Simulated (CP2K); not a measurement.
Formic acid has these distinct O atoms: O1 (bonded to C and H) and O3 (bonded to C).

```xyz
5

O     0.7964   -0.5784   -0.0799
C    -0.4248    0.0015    0.0237
O    -0.6101    1.1968    0.1067
H     1.4493    0.1552   -0.0707
H    -1.2107   -0.7751    0.0202
```

Their partial O K spectra (CP2K XAS_TDP, all-electron GAPW, PBEh(45%), aug-cc-pVTZ, TDA, GW2X-corrected core level, no relativity) are given in random order, each times the number of alike atoms.

Gaussian full width 0.5 eV, oscillator strength per eV, alike atoms added, rows of zeros left out:

```tsv
E (eV)	curve 1	curve 2
529.75	0.000	0.004
530.00	0.000	0.033
530.25	0.000	0.078
530.50	0.000	0.047
530.75	0.000	0.007
533.75	0.007	0.000
534.00	0.028	0.002
534.25	0.030	0.006
534.50	0.011	0.005
534.75	0.023	0.002
535.00	0.041	0.002
535.25	0.019	0.002
535.50	0.002	0.004
535.75	0.000	0.004
536.00	0.000	0.001
536.25	0.000	0.002
536.50	0.001	0.007
536.75	0.005	0.017
537.00	0.006	0.017
537.25	0.008	0.008
537.50	0.028	0.005
537.75	0.039	0.009
538.00	0.027	0.010
538.25	0.013	0.004
538.50	0.005	0.003
538.75	0.001	0.006
539.00	0.004	0.010
539.25	0.009	0.016
539.50	0.016	0.018
539.75	0.021	0.010
540.00	0.022	0.004
540.25	0.026	0.001
540.50	0.021	0.005
540.75	0.006	0.008
541.00	0.001	0.004
541.25	0.003	0.005
541.50	0.007	0.015
541.75	0.008	0.020
542.00	0.006	0.023
542.25	0.006	0.011
542.50	0.011	0.003
542.75	0.019	0.007
543.00	0.012	0.008
543.25	0.003	0.004
543.50	0.005	0.008
543.75	0.014	0.021
544.00	0.011	0.029
```

Q: Which curve belongs to which atom?

Curve 1: O1 (bonded to C and H), leading line at 534.14 eV (f = 0.019 an atom), ionisation energy 538.38 eV, term value 4.24 eV. Curve 2: O3 (bonded to C), leading line at 530.28 eV (f = 0.042 an atom), ionisation energy 536.31 eV, term value 6.03 eV. The leading line of an atom is its first one with 35 % of the strongest within 2.5 eV of its lowest line over the strength cut. A line lies at the core ionisation energy, which rises as an atom loses charge to its neighbours or to a π system, less the term value, which is large for a low π* or σ* orbital with weight on that atom.

[Banner, clock and machine lines of the logs are left out without a mark of their own.]

[Logs are printed without paths, hosts, clocks, repeated set-up lines and the standing remarks that a program may print on its own settings, such as how far it seeks lower states.]

[Hosts, paths, dates, database ids (printed as entryN), source tags and the programs' standing remarks are cut or masked in the printed files.]
